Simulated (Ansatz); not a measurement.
# Lu (P6_3/mmc): coupling and resistivity by level of theory, part 3 of 5

Each step names its level of theory.

So far, coupling constant λ: step 4 (resistivity: LDA at its own relaxed cell) 0.516. Also resistivity at 300 K (μΩ cm): step 4 32.6.

### Step 5. Tight relaxation (PBEsol, PAW)

The cell is relaxed at this level, with tight thresholds.

This step: DFT PBEsol, scalar-relativistic, plane waves, PAW (Ansatz 0.2.0).

Contents of input.yaml:

```yaml
crystal:
  lattice:
    - [3.5047617492, 0.0, 0.0]
    - [-1.7523808746, 3.035212709, 0.0]
    - [0.0, 0.0, 5.4630268979]
  atoms:
    - { symbol: Lu, position: [0.3333333333, 0.6666666667, 0.25] }
    - { symbol: Lu, position: [0.6666666667, 0.3333333333, 0.75] }
kpoints:
  mp_grid: { grid: [9, 9, 6] }
hamiltonian:
  xc: pbesol
scf:
  occupations: { method: methfessel_paxton, width: 0.2 }
output:
  forces: true
  stress: true
  eigenvalues: true
relax:
  adjacent_minimum: "off"
  f_tol: 0.001
  max_steps: 60
  cell: { stress_tol: 0.01 }
```

Launch:

```sh
$ ansatz run input.yaml --threads 4 --pin off --max-ram 10240MiB --backend cpu --events-out ev --progress --plain --runs-dir out
```

Numbers of over 12 decimals in the logs are rounded to 6 here.

Log:

```text
[the first part of the log is left out]
  E_xc         = -432.770569
  E_vxc        = -514.747476  (∫ρ·V_xc dr)
  E_paw        = -14511.668640  (= ΣΔE_a)
  E_vpaw       = 696.526971  (= ΣTr[D̂ρ^β])
  E_aug_tail   = 0.000067  (compensation charges beyond the density's cutoff)
  E_ewald      = -8613.033364
  E_core_change = 2.384335  (= ΣΔE_core)
  E_smearing   = 0.002208  (= −TS)
  E_closure    = -0.000000  (closes the sum)
  Σ components = -29222.970769   (vs F -29222.970769, Δ=0.00e0)
[...]
--- Stress (GPa, compression-positive) ---
       -0.000219      -0.000000       0.000000
       -0.000000      -0.000219       0.000000
       -0.000000       0.000000      -0.000050
  P = ⅓ Tr σ = -0.0002 GPa (-0.002 kbar)
--- Band table (eV; the first three rows and the last of 48) ---
[...]
--- Relaxed structure (5 steps of the walk, 5 accepted, 2 SCFs on fresh bases) ---
[...]
cell:  # Å, volume = 54.9094 Å³
    - [3.444284, 0, 0]
    - [-1.722142, 2.982837, 0]
    - [0, 0, 5.344632]
  atoms:
    - { symbol: Lu, position: [0.333333, 0.666667, 0.25] }
    - { symbol: Lu, position: [0.666667, 0.333333, 0.75] }
```

The job ended after 8.1 s (4 threads of Intel Xeon Platinum 8488C (Sapphire Rapids), shared host; peak memory 0.49 GiB).

Step by step:

```csv
step,energy less that of the first step (eV),largest force component (eV/Å),pressure (GPa),volume (Å³)
1,0.0000,0.0000,-2.59,58.11
2,-0.0274,0.0000,0.39,54.51
3,-0.0279,0.0000,-0.03,54.95
4,-0.0279,0.0000,0.00,54.92
5,-0.0271,0.0000,-0.01,54.92
6,-0.0271,0.0000,0.00,54.91
7,-0.0271,0.0000,0.00,54.91
```

The log counts 2 steps on a newly chosen plane-wave basis, not all of them marked here; energy and pressure can jump at such steps.

```csv
"conventional cell, symmetrised",before,after,change
a (Å),3.505,3.444,-1.7 %
b (Å),3.505,3.444,-1.7 %
c (Å),5.463,5.345,-2.2 %
volume (Å³/atom),29.06,27.45,-5.5 %
```

The relaxed structure:

```
Lu
1.0
     3.44428    0.00000    0.00000
    -1.72214    2.98284    0.00000
     0.00000    0.00000    5.34463
Lu
2
Cartesian
  0.0000 1.9886 1.3362
  1.7221 0.9943 4.0085
```

This step gave:

```
pressure        : -1.63e-4 GPa
volume per atom : 27.45 Å³
```

The largest force is now zero by symmetry and the largest stress component 2.2e-4 GPa, small enough for phonons.

### Step 6. Resistivity: PBEsol at its own relaxed cell

The functional sets the lattice constant, the bands and the force constants.

Contents of input.yaml:

```yaml
crystal:
  lattice:
    - [3.4442840328, 0.0, 0.0]
    - [-1.7221420164, 2.9828374703, 0.0]
    - [0.0, 0.0, 5.3446324729]
  atoms:
    - { symbol: Lu, position: [0.3333333333, 0.6666666667, 0.25] }
    - { symbol: Lu, position: [0.6666666667, 0.3333333333, 0.75] }
kpoints:
  mp_grid: { grid: [9, 9, 4] }
hamiltonian:
  xc: pbesol
scf:
  occupations: { method: methfessel_paxton, width: 0.2 }
output:
  eigenvalues: true
phonons:
  method: dfpt
  qmesh: [3, 3, 1]
  temperatures: { t_max: 1000, t_step: 50 }
  qpath:
    path:
      - [[0.0, 0.0, 0.0], [0.5, 0.0, 0.0], [0.33333333, 0.33333333, 0.0], [0.0, 0.0, 0.0], [0.0, 0.0, 0.5], [0.5, 0.0, 0.5], [0.33333333, 0.33333333, 0.5], [0.0, 0.0, 0.5]]
      - [[0.5, 0.0, 0.5], [0.5, 0.0, 0.0]]
      - [[0.33333333, 0.33333333, 0.5], [0.33333333, 0.33333333, 0.0]]
    npoints: 10
  electrical_resistivity:
    mesh: [12, 12, 8]
    temperatures: [20.0, 50.0, 80.0, 100.0, 150.0, 200.0, 273.0, 300.0, 400.0, 500.0, 600.0, 800.0]
  superconductivity: { mesh: [12, 12, 8], eliashberg_equations: false }
```

Log:

```text
[...]
Crystal: 2 atoms, lattice volume = 54.909 Å³
Basis set: ecut = 420 eV, 1085 PW (Γ), exchange–correlation on 48×48×72 points (8 copies of the dense FFT grid, shifted against one another)
Bands: 31, of which v1, the nominal top of the filled ones, is band 25 counted from 1 (24 counted from 0)
Symmetry: 24 space group operations
k-points: 36 of 324
[...]
SCF iter   1: F=—  HF=-29222.992299 eV  |F-HF|=—  |Δ(HF+E_count)|=         —  Δρ=2.84e-3  dr2=4.11e-3  ethr=1.77e-3  ⟨swp⟩=5.4  Hψ=4689  notcnv=0
[...]
SCF iter  11: F=-29222.982211 eV  HF=-29222.982211 eV  |F-HF|=7.28e-12  |Δ(HF+E_count)|=  2.18e-11  S|Δr|=    0.00e0  Δρ=7.07e-8  dr2=2.03e-12  ethr=1.00e-12  ⟨swp⟩=13.0  Hψ=8308  notcnv=0
SCF 1 converged in 11 iterations: F = -29222.982211 eV  dr2 = 2.03e-12
[...]
SCF iter   1: F=—  HF=-29222.992299 eV  |F-HF|=—  |Δ(HF+E_count)|=         —  Δρ=2.84e-3  dr2=4.11e-3  ethr=1.77e-3  ⟨swp⟩=5.4  Hψ=4689  notcnv=0
[...]
SCF iter  11: F=-29222.982211 eV  HF=-29222.982211 eV  |F-HF|=3.64e-12  |Δ(HF+E_count)|=  2.18e-11  S|Δr|=    0.00e0  Δρ=7.05e-8  dr2=2.02e-12  ethr=1.00e-12  ⟨swp⟩=4.7  Hψ=4244  notcnv=0
SCF 2 converged in 11 iterations: F = -29222.982211 eV  dr2 = 2.02e-12
[...]
SCF converged after 11 iterations
[...]
Free energy (F): -29222.982211 eV
[...]
Internal energy: -29222.988245 eV  (E = F + TS)
E sigma→0 (E₀):  -29222.983720 eV
Entropy (-TS):   0.006033 eV (3.017 meV/atom)
Fermi energy:    14.527590 eV
[...]
--- Band table (eV; the first three rows and the last of 36) ---
  k-point 0: bands = [... 21 lower, 9.7985, 9.8036, 12.0115, 15.4335, 16.7058, 16.7058, 17.2365, 17.5124, ... 2 higher]
  k-point 1: bands = [... 21 lower, 9.7992, 9.8029, 11.4907, 15.2813, 16.5079, 16.5079, 16.7450, 17.1131, ... 2 higher]
  k-point 2: bands = [... 21 lower, 9.8011, 10.0977, 10.0977, 15.7756, 15.7756, 16.5923, 16.5923, 16.5923, ... 2 higher]
  k-point 35: bands = [... 21 lower, 9.7771, 13.8648, 13.8648, 14.0140, 14.0140, 14.9560, 14.9560, 18.0215, ... 2 higher]
[...]
ASR residual: 2.825e-5 → 0.000e0 eV/Å²; symmetrization residual: 5.593e-11 eV/Å²
  ASR residual per site (eV/Å²): 2.83e-5 2.83e-5
  Γ frequencies (cm⁻¹): 0.00 0.00 0.00 78.12 78.12 128.93
--- Phonons (arbitrary-q DFPT): 3 irreducible q on the 3×3×1 mesh ---
[...]
interpolated dispersion: 93 rows × 6 modes
[...]
--- Electrical resistivity: potentials and phonons of a 3×3×1 supercell ---
[...]
at the Fermi level of each mesh (of a tensor a third of its trace):
[...]
12×12×8                     1.5294              4.3550    0.4742    0.5115          10.753
          6×6×4                     1.4855              3.8196    0.4598    0.5155          10.754
  resistivity on the deck's mesh, µΩ·cm:
[...]
20.00     1.1450e-1              no     1.3881e-1     1.3881e-1     6.5860e-2       2.0242e-1         1.3672e-1
     50.00      3.0048e0              no      3.6158e0      3.6158e0      1.7828e0        3.5244e0          2.9853e0
     80.00      7.3041e0              no      8.7720e0      8.7720e0      4.3683e0        7.7867e0          7.0350e0
    100.00      1.0039e1              no      1.2049e1      1.2049e1      6.0205e0        1.0538e1          9.6202e0
    150.00      1.6478e1              no      1.9751e1      1.9751e1      9.9325e0        1.7141e1          1.5731e1
    200.00      2.2647e1              no      2.7112e1      2.7112e1      1.3716e1        2.3542e1          2.1602e1
    273.00      3.1507e1              no      3.7660e1      3.7660e1      1.9200e1        3.2797e1          3.0048e1
    300.00      3.4780e1              no      4.1553e1      4.1553e1      2.1236e1        3.6233e1          3.3171e1
    400.00      4.7003e1              no      5.6075e1      5.6075e1      2.8860e1        4.9145e1          4.4835e1
    500.00      5.9447e1              no      7.0844e1      7.0844e1      3.6653e1        6.2413e1          5.6711e1
    600.00      7.2109e1              no      8.5850e1      8.5850e1      4.4627e1        7.6025e1          6.8783e1
    800.00      9.7924e1              no      1.1633e2      1.1633e2      6.1121e1        1.0406e2          9.3341e1
[...]
vibrations of 9 cells: unjudged by the run; compare a larger repeat
[...]
--- Superconductivity: potentials and phonons of a 3×3×1 supercell ---
[...]
mesh         λ    ħω_log (meV)  μ* declared at (meV)
        12×12×8    0.4742          10.753               11.328
          6×6×4    0.4598          10.754               11.289
  λ by the species' shares of the modes' patterns: Lu 0.4742
[...]
0.08      1.662         1.695             -             -             -             -              -
      0.10      1.218         1.241             -             -             -             -              -
      0.12      0.849         0.864             -             -             -             -              -
      0.13      0.693         0.704             -             -             -             -              -
      0.14      0.556         0.564             -             -             -             -              -
      0.16      0.335         0.339             -             -             -             -              -
      0.20      0.084         0.085             -             -             -             -              -
[...]
vibrations of 9 cells: unjudged by the run; compare a larger repeat
[...]
```

The job ended after 67 s (4 threads; peak memory 0.97 GiB; 4.1 min of CPU time).

This step gave:

| Item | Value |
| --- | --- |
| zero point energy | 0.03355 eV/cell |
| highest frequency, solved or plainly interpolated | 128.9 cm⁻¹ |
| Debye temperature (second moment) | 172 K |
| resistivity at 300 K | 34.78 μΩ cm, mean of the axes |
| coupling constant λ | 0.4742 |
| density of states at the Fermi level | 1.529 states/eV a spin and cell |
| log mean phonon energy ħω_log | 10.75 meV |
| transport coupling constant λ_tr | 0.4995, 0.4995, 0.5356 (xx, yy, zz) |
| Drude plasma energy | 3.706, 3.706, 5.425 eV (xx, yy, zz) |
| resistivity times mean free path | 13.64, 13.64, 5.998 × 10⁻¹⁶ Ω m² (xx, yy, zz) |
| second-moment phonon energy ħω₂ | 11.33 meV |
| coupling λ by branch | 0.0819, 0.0914, 0.0737, 0.0794, 0.0799, 0.0679 (branches by rank of frequency) |

Phonon-limited, linearised Boltzmann equation on a 12x12x8 mesh. Table of resistivity by temperature; values in μΩ cm:

```csv
temperature (K),along x,along z
20,0.139,0.0659
50,3.62,1.78
80,8.77,4.37
100,12.1,6.02
150,19.8,9.93
200,27.1,13.7
273,37.7,19.2
300,41.5,21.2
400,56.1,28.9
500,70.8,36.6
600,85.8,44.6
800,116,61.1
```

By its own test the run is not converged in the mesh. λ = 0.474 and 34.8 μΩ cm at 300 K, against 0.516 and 32.6 in the run with LDA at its own relaxed cell (-8.2 % and +6.7 %). N(E_F) moves by +7.9 % and the coupling-weighted phonon energy by -1.0 %; λ goes as N/ω², which would give +10.0 % if the matrix elements stayed. The run's own test puts 31 % between its two finest meshes on the component of the resistivity at 300 K that moves most, more than that change; on the next coarser mesh the mean ρ changes by +2.3 % between the two runs, against +6.7 % on the finest.

### Step 7. Resistivity: the database cell, unrelaxed

The base functional is run at the starting cell, unrelaxed, so that the lattice constant is the database's and not the functional's.

This step: DFT PBE, scalar-relativistic, plane waves, PAW (Ansatz 0.2.0).

input.yaml: that of step 6 with these lines changed.

```diff
@@ -2,5 +2,5 @@
   lattice:
-    - [3.4442840328, 0.0, 0.0]
-    - [-1.7221420164, 2.9828374703, 0.0]
-    - [0.0, 0.0, 5.3446324729]
+    - [3.5031, 0.0, 0.0]
+    - [-1.75155, 3.033773592, 0.0]
+    - [0.0, 0.0, 5.5509]
   atoms:
@@ -11,3 +11,3 @@
 hamiltonian:
-  xc: pbesol
+  xc: pbe
 scf:
```

Log:

```text
[...]
Crystal: 2 atoms, lattice volume = 58.993 Å³
Basis set: ecut = 420 eV, 1117 PW (Γ), exchange–correlation on 48×48×80 points (8 copies of the dense FFT grid, shifted against one another)
Bands: 31, of which v1, the nominal top of the filled ones, is band 25 counted from 1 (24 counted from 0)
Symmetry: 24 space group operations
k-points: 36 of 324
[...]
SCF iter   1: F=—  HF=-29464.863915 eV  |F-HF|=—  |Δ(HF+E_count)|=         —  Δρ=2.00e-3  dr2=1.60e-3  ethr=1.77e-3  ⟨swp⟩=5.2  Hψ=4678  notcnv=0
[...]
SCF iter  10: F=-29464.857013 eV  HF=-29464.857013 eV  |F-HF|=7.28e-12  |Δ(HF+E_count)|=  2.91e-10  S|Δr|=    0.00e0  Δρ=1.05e-7  dr2=3.79e-12  ethr=1.00e-12  ⟨swp⟩=13.1  Hψ=8653  notcnv=0
SCF 1 converged in 10 iterations: F = -29464.857013 eV  dr2 = 3.79e-12
[...]
SCF iter   1: F=—  HF=-29464.863915 eV  |F-HF|=—  |Δ(HF+E_count)|=         —  Δρ=2.00e-3  dr2=1.60e-3  ethr=1.77e-3  ⟨swp⟩=5.2  Hψ=4678  notcnv=0
[...]
SCF iter  10: F=-29464.857013 eV  HF=-29464.857013 eV  |F-HF|=3.64e-12  |Δ(HF+E_count)|=  2.91e-10  S|Δr|=    0.00e0  Δρ=1.05e-7  dr2=3.79e-12  ethr=1.00e-12  ⟨swp⟩=5.2  Hψ=4771  notcnv=0
SCF 2 converged in 10 iterations: F = -29464.857013 eV  dr2 = 3.79e-12
[...]
SCF converged after 10 iterations
[...]
Free energy (F): -29464.857013 eV
[...]
Internal energy: -29464.860077 eV  (E = F + TS)
E sigma→0 (E₀):  -29464.857779 eV
Entropy (-TS):   0.003064 eV (1.532 meV/atom)
Fermi energy:    13.526180 eV
[...]
--- Band table (eV; the first three rows and the last of 36) ---
  k-point 0: bands = [... 21 lower, 8.6430, 8.6466, 11.1022, 14.0506, 15.7257, 15.7257, 16.0075, 16.4213, ... 2 higher]
  k-point 1: bands = [... 21 lower, 8.6435, 8.6461, 10.5033, 14.0830, 15.5661, 15.5760, 15.5760, 16.0940, ... 2 higher]
  k-point 2: bands = [... 21 lower, 8.6448, 9.1391, 9.1391, 14.6705, 14.6705, 15.6544, 15.6544, 15.6544, ... 2 higher]
  k-point 35: bands = [... 21 lower, 8.6238, 12.9571, 12.9571, 13.0771, 13.0771, 13.8691, 13.8691, 16.8439, ... 2 higher]
[...]
ASR residual: 7.945e-5 → 0.000e0 eV/Å²; symmetrization residual: 5.199e-11 eV/Å²
  ASR residual per site (eV/Å²): 7.94e-5 7.94e-5
  Γ frequencies (cm⁻¹): 0.00 0.00 0.00 71.95 71.95 115.71
--- Phonons (arbitrary-q DFPT): 3 irreducible q on the 3×3×1 mesh ---
[...]
interpolated dispersion: 93 rows × 6 modes
[...]
--- Electrical resistivity: potentials and phonons of a 3×3×1 supercell ---
[...]
at the Fermi level of each mesh (of a tensor a third of its trace):
[...]
12×12×8                     1.7647              3.9635    0.4839    0.5315           9.889
          6×6×4                     1.6742              3.4239    0.4716    0.5450           9.988
  resistivity on the deck's mesh, µΩ·cm:
[...]
20.00     1.9838e-1              no     2.4503e-1     2.4503e-1     1.0508e-1       3.3850e-1         2.4092e-1
     50.00      4.2364e0              no      5.1727e0      5.1727e0      2.3638e0        4.8807e0          4.1794e0
     80.00      9.7570e0              no      1.1889e1      1.1889e1      5.4934e0        1.0374e1          9.3190e0
    100.00      1.3238e1              no      1.6123e1      1.6123e1      7.4678e0        1.3908e1          1.2576e1
    150.00      2.1480e1              no      2.6137e1      2.6137e1      1.2165e1        2.2436e1          2.0324e1
    200.00      2.9451e1              no      3.5801e1      3.5801e1      1.6752e1        3.0789e1          2.7840e1
    273.00      4.0987e1              no      4.9747e1      4.9747e1      2.3468e1        4.2988e1          3.8735e1
    300.00      4.5259e1              no      5.4901e1      5.4901e1      2.5976e1        4.7534e1          4.2774e1
    400.00      6.1170e1              no      7.4045e1      7.4045e1      3.5420e1        6.4577e1          5.7809e1
    500.00      7.7226e1              no      9.3283e1      9.3283e1      4.5113e1        8.1916e1          7.2955e1
    600.00      9.3375e1              no      1.1254e2      1.1254e2      5.5036e1        9.9476e1          8.8136e1
    800.00      1.2574e2              no      1.5088e2      1.5088e2      7.5477e1        1.3501e2          1.1837e2
[...]
vibrations of 9 cells: unjudged by the run; compare a larger repeat
[...]
--- Superconductivity: potentials and phonons of a 3×3×1 supercell ---
[...]
mesh         λ    ħω_log (meV)  μ* declared at (meV)
        12×12×8    0.4839           9.889               10.474
          6×6×4    0.4716           9.988               10.515
  λ by the species' shares of the modes' patterns: Lu 0.4839
[...]
0.08      1.646         1.680             -             -             -             -              -
      0.10      1.222         1.245             -             -             -             -              -
      0.12      0.864         0.880             -             -             -             -              -
      0.13      0.712         0.724             -             -             -             -              -
      0.14      0.576         0.586             -             -             -             -              -
      0.16      0.356         0.361             -             -             -             -              -
      0.20      0.097         0.098             -             -             -             -              -
[...]
vibrations of 9 cells: unjudged by the run; compare a larger repeat
[...]
```

Elapsed: 73 s, on 4 threads; peak memory 1 GiB.

Numbers from this step:

```yaml
volume_per_atom: 29.50 Å³
zero_point_energy: 0.03163 eV/cell
highest_frequency_solved_or_plainly_interpolated: 115.7 cm⁻¹
debye_temperature_second_moment: 162 K
resistivity_at_300_k: 45.26 μΩ cm, mean of the axes
coupling_constant_lambda: 0.4839
density_of_states_at_the_fermi_level: 1.765 states/eV a spin and cell
log_mean_phonon_energy_omega_log: 9.889 meV
transport_coupling_constant_lambda_tr: 0.5113, 0.5113, 0.5718 (xx, yy, zz)
drude_plasma_energy: 3.274, 3.274, 5.068 eV (xx, yy, zz)
resistivity_times_mean_free_path: 14.94, 14.94, 6.174 × 10⁻¹⁶ Ω m² (xx, yy, zz)
second_moment_phonon_energy_omega: 10.47 meV
coupling_lambda_by_branch: 0.0947, 0.0952, 0.0737, 0.0866, 0.0708, 0.0629 (branches by rank of frequency)
```

Resistivity, by row:

```csv
T (K),ρ_xx (μΩ cm),ρ_yy,ρ_zz,"ρ by Ziman's lowest order, mean","ρ by relaxation times, mean",within 2 % of the coarser mesh
20,0.245,0.245,0.1051,0.3385,0.2409,no
50,5.173,5.173,2.364,4.881,4.179,no
80,11.89,11.89,5.493,10.37,9.319,no
100,16.12,16.12,7.468,13.91,12.58,no
150,26.14,26.14,12.17,22.44,20.32,no
200,35.8,35.8,16.75,30.79,27.84,no
273,49.75,49.75,23.47,42.99,38.74,no
300,54.9,54.9,25.98,47.53,42.77,no
400,74.05,74.05,35.42,64.58,57.81,no
500,93.28,93.28,45.11,81.92,72.96,no
600,112.5,112.5,55.04,99.48,88.14,no
800,150.9,150.9,75.48,135,118.4,no
```

By its own test the run is not converged in the mesh. λ = 0.484 and 45.3 μΩ cm at 300 K. This session holds no earlier run at the same level of theory and cell to set it against. The run's own test puts 42 % between its two finest meshes on the component of the resistivity at 300 K that moves most, so it is not converged.

### Step 8. Tight relaxation (PBE, PseudoDojo norm-conserving pseudopotentials)

The cell is relaxed at this level, with tight thresholds.

Total energies from different potential files don't compare. The cutoff isn't typed and follows the default for these files.

This step: DFT PBE, scalar-relativistic, plane waves, PseudoDojo norm-conserving pseudopotentials (Ansatz 0.2.0).

Contents of input.yaml:

```yaml
crystal:
  lattice:
    - [3.5047617492, 0.0, 0.0]
    - [-1.7523808746, 3.035212709, 0.0]
    - [0.0, 0.0, 5.4630268979]
  atoms:
    - { symbol: Lu, position: [0.3333333333, 0.6666666667, 0.25] }
    - { symbol: Lu, position: [0.6666666667, 0.3333333333, 0.75] }
kpoints:
  mp_grid: { grid: [9, 9, 6] }
hamiltonian:
  xc: pbe
  pseudopotentials: { kind: nc, accuracy: standard }
scf:
  occupations: { method: methfessel_paxton, width: 0.2 }
output:
  forces: true
  stress: true
  eigenvalues: true
relax:
  adjacent_minimum: "off"
  f_tol: 0.001
  max_steps: 60
  cell: { stress_tol: 0.01 }
```

Log:

```text
[the first part of the log is left out]
  E_kinetic    = 8366.362600
  E_local      = -12965.173864  (includes V_loc(G=0)·N_el)
  E_nonlocal   = -2943.724846
  E_hartree    = 4602.319362
  E_xc         = -2019.520054
  E_vxc        = -1617.426905  (∫ρ·V_xc dr)
  E_ewald      = -8454.798592
  E_smearing   = -0.000627  (= −TS)
  E_closure    = 0.000000  (closes the sum)
  Σ components = -13414.536022   (vs F -13414.536022, Δ=0.00e0)
[...]
--- Stress (GPa, compression-positive) ---
        0.005336      -0.000000       0.000000
       -0.000000       0.005336       0.000000
        0.000000       0.000000       0.004895
  P = ⅓ Tr σ = 0.0052 GPa (0.052 kbar)
--- Band table (eV; the first three rows and the last of 48) ---
[...]
--- Relaxed structure (2 steps of the walk, 2 accepted, 1 SCFs on fresh bases) ---
[...]
cell:  # Å, volume = 58.0609 Å³
    - [3.503500, 0, 0]
    - [-1.751750, 3.034120, 0]
    - [0, 0, 5.461964]
  atoms:
    - { symbol: Lu, position: [0.333333, 0.666667, 0.250000] }
    - { symbol: Lu, position: [0.666667, 0.333333, 0.750000] }
```

Run time: 11 s. Hardware: 4 threads; peak memory 0.82 GiB.

Little changed from the start: no atom moved by 0.005 Å and no cell edge by 0.1 %.

Numbers from this step:

```yaml
pressure: 0.005189 GPa
volume_per_atom: 29.03 Å³
```

The largest force is now zero by symmetry and the largest stress component 0.0053 GPa, small enough for phonons.

(Part 3 of 5 ends here.)

[Logs are printed without paths, hosts, clocks, repeated set-up lines and the standing remarks that a program may print on its own settings, such as how far it seeks lower states.]

[Hosts, paths, dates, database ids (printed as entryN), source tags and the programs' standing remarks are cut or masked in the printed files.]
